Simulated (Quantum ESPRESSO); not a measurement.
# λ and ρ(T) of Mo (Im-3m) from pw.x, ph.x and EPW, part 4 of 4

Aim: the electron–phonon coupling and the phonon-limited resistivity of Mo (Im-3m), by Wannier interpolation to fine meshes.

Quantum ESPRESSO 7.5; DFT LDA, scalar-relativistic, plane waves, PseudoDojo 0.4.1 norm-conserving pseudopotentials.

So far, coupling constant λ: step 8 (coupling and Tc: fine k 20×20×20, q 10×10×10, width 0.15 eV, window 0.61 eV) 0.438; step 11 (coupling and Tc: fine k 32×32×32, q 16×16×16, width 0.1 eV, window 0.41 eV) 0.529. Also resistivity at 300 K (μΩ cm): step 9 (resistivity: fine k 24×24×24, q 12×12×12, adaptive width …) 6.24; step 10 (fine q mesh 8×8×8, fine mesh 8×8×8) 1.56.

## Step 12: Coupling and Tc: fine k 32×32×32, q 16×16×16, width 0.05 eV, window 0.3 eV

The sum is repeated with other delta width and window to test it.

Input file a2f-3.in:

```
--
 &inputepw
    prefix='x',
    outdir='./tmp',
    dvscf_dir='./save',
    elph=.true.,
    etf_mem=1,
    nbndsub=9,
    bands_skipped='exclude_bands = 1-4',
    use_ws=.true.,
    vme='wannier',
    asr_typ='crystal',
    nk1=12,
    nk2=12,
    nk3=12,
    nq1=6,
    nq2=6,
    nq3=6,
    amass(1)=95.95,
    epwwrite=.false.,
    epwread=.true.,
    wannierize=.false.,
    nkf1=32,
    nkf2=32,
    nkf3=32,
    nqf1=16,
    nqf2=16,
    nqf3=16,
    mp_mesh_k=.true.,
    ephwrite=.true.,
    eliashberg=.true.,
    liso=.true.,
    limag=.true.,
    tc_linear=.true.,
    tc_linear_solver='lapack',
    fsthick=0.3,
    degaussw=0.05,
    degaussq=0.5,
    nqstep=500,
    muc=0.13,
    wscut=0.3,
    nsiter=500,
    nstemp=7,
    temps=0.5 1.0 2.0 4.0 8.0 16.0 32.0,
 /
```

Started as:

```console
> OMP_NUM_THREADS=1 mpirun -n 16 epw.x -nk 16 -in a2f-3.in > a2f-3.out
```

The program printed:

```text
[the first part of the log is left out]
     celldm(1)=    0.00000  celldm(2)=    0.00000  celldm(3)=    0.00000
     celldm(4)=    0.00000  celldm(5)=    0.00000  celldm(6)=    0.00000
     crystal axes: (cart. coord. in units of a_0)
               a(1) = (  0.0000  0.0000  0.0000 )
               a(2) = (  0.0000  0.0000  0.0000 )
               a(3) = (  0.0000  0.0000  0.0000 )
     reciprocal axes: (cart. coord. in units 2 pi/a_0)
               b(1) = (  0.0000  0.0000  0.0000 )
               b(2) = (  0.0000  0.0000  0.0000 )
               b(3) = (  0.0000  0.0000  0.0000 )
     Atoms inside the unit cell:
   Cartesian axes
     site n.  atom      mass           positions (a_0 units)
     No symmetry!
     G cutoff =    0.0000  (      0 G-vectors)     FFT grid: (  0,  0,  0)
     number of k points=    0
                       cart. coord. in units 2pi/a_0
     -------------------------------------------------------------------
     Using x.ukk from disk
     -------------------------------------------------------------------
     HDF5 is NOT used in the current build. Exciton-phonon coupling calculations are disabled.
     Symmetries of Bravais lattice:  48
     Symmetries of crystal:          48
     Do not need to read .epb files; read .fmt files
     Band disentanglement is used: nbndsub =    9
     Construct the Wigner-Seitz cell using Wannier centers and atomic positions
     Number of WS vectors for electrons     1909
     Number of WS vectors for phonons      259
     Number of WS vectors for electron-phonon      259
     Maximum number of cores for efficient parallelization      259
     Reading Hamiltonian, Dynamical matrix and EP vertex in Wann rep from file
     Finished reading Wann rep data from file
     ===================================================================
     Memory usage:  VmHWM =        79Mb
                   VmPeak =       688Mb
     ===================================================================
     Using uniform q-mesh:    16   16   16
     Size of q point mesh for interpolation:       4096
     Using uniform MP k-mesh:    32   32   32
     Size of k point mesh for interpolation:        897
     Fermi energy coarse grid =  21.859587 eV
     Skipping    4 occupied bands:
     The Fermi level will be determined with   6.00000 electrons
     Fermi energy is calculated from the fine k-mesh: Ef =  22.032648 eV
     ===================================================================
              ibndmin =     3  ebndmin =    21.734 eV
              ibndmax =     5  ebndmax =    22.331 eV
     Number of ep-matrix elements per pool :         1539 ~=   12.02 Kb (@ 8 bytes/ DP)
     We only need to compute     4092 q-points
     Nr. of irreducible k-points on the uniform grid:       897
     Finish mapping k+sign*q onto the fine irreducibe k-mesh and writing .ikmap file
     Nr irreducible k-points within the Fermi shell =       184 out of       897
```

The job ended after 22 min (16 MPI ranks of Arm Neoverse V1, shared host).

The run was cut off at its time limit.

## Step 13: Outcome

| Property | Result |
| --- | --- |
| Wannier functions, band error | 9 functions; 2 meV r.m.s. |
| coupling constant λ, fine k 32×32×32, q 16×16×16, width 0.1 eV, window 0.41 eV | 0.529 |
| ħω_log | 23.9 meV |
| Tc at μ* = 0.13, Allen–Dynes | 2.7 K |
| resistivity at 300 K, 24×24×24 | 6.24 μΩ cm, unsound |

In words: Step 7: No branch goes imaginary on this path. Step 11: Twice the integral of α²F/ω over this curve gives λ = 0.53, half of it from below 24.4 meV. Step 11: Distinct peaks of the a2F stand at 24.4 and 30.3 meV; the one at 24.4 meV is strongest. On the finest meshes run, Mo (Im-3m) has λ = 0.53 and an unconverged phonon-limited resistivity of 6.24 μΩ cm at 300 K. The resistivity rests on one fine mesh, a coarse one, and its convergence is untested: it is no result for this metal. On the finest mesh the adaptive width still reaches 0.70 eV against a window of 0.32 eV; the window, which cuts off final states, was not widened. N(E_F) runs from 0.33 to 0.34 states/eV a spin over these sums; λ is quoted for fine k 32×32×32, q 16×16×16, width 0.1 eV, and it is not converged. The Eliashberg Tc is interpolated in log T between temperatures a factor of two apart, and its μ* acts up to a cut-off of 0.3 eV, so it weighs less than the same number in Allen and Dynes's formula. The relaxed volume lies -3.2 % from the database entry, which shifts the phonons and with them λ and ρ. Over the sums on sound settings, λ spans 0.438 to 0.529, and the Allen–Dynes Tc 0.98 to 2.7 K. Between 150 and 500 K the resistivity rises by a factor of 2.91, against 3.33 for a straight line through the origin; phonon scattering should fall faster than that line on cooling, so the temperature dependence is not converged. Measured: resistivity: 5.52 μΩ cm at 300 K (at 300 K; handbook value for the pure polycrystalline metal; quoted in “CRC Handbook of Chemistry and Physics, 84th edition, Electrical Resistivity of Pure Metals”, 2003, CRC Press, section 12, read from Wikipedia's data page); the unsound value above is not graded against it. Measured: resistivity: 10.6 μΩ cm at 500 K (at 500 K; handbook value for the pure polycrystalline metal; quoted in “CRC Handbook of Chemistry and Physics, 84th edition, Electrical Resistivity of Pure Metals”, 2003, CRC Press, section 12, read from Wikipedia's data page); the unsound value above is not graded against it. The q mesh of ph.x (6×6×6), the k mesh and smearing of the ground state (12×12×12) and EPW's coarse k mesh (12×12×12) were not varied. Only scattering by harmonic phonons counts; impurities, grain boundaries and thermal expansion are left out, and μ* is typed.

Comparison with the measured values:

| quantity | measured | Allen–Dynes | Eliashberg |
| --- | --- | --- | --- |
| superconducting transition temperature (μ* = 0.13) (kelvin) | 0.92 | 2.71 (+194.5 %) | 4.14 (+350.4 %) |

Measured values from Wikipedia's table of superconducting elements, as read in December (2026).

How well it matches: For the superconducting transition temperature, of the levels listed nearest comes Allen–Dynes (+194.5 %, a clear miss) and farthest Eliashberg (+350.4 %, a clear miss). Limits of convergence are named above.

[The logs of pw.x and epw.x are selected lines.]

[Logs are printed without paths, hosts, clocks, repeated set-up lines and the standing remarks that a program may print on its own settings, such as how far it seeks lower states.]

[Hosts, paths, dates, database ids (printed as entryN), source tags and the programs' standing remarks are cut or masked in the printed files.]
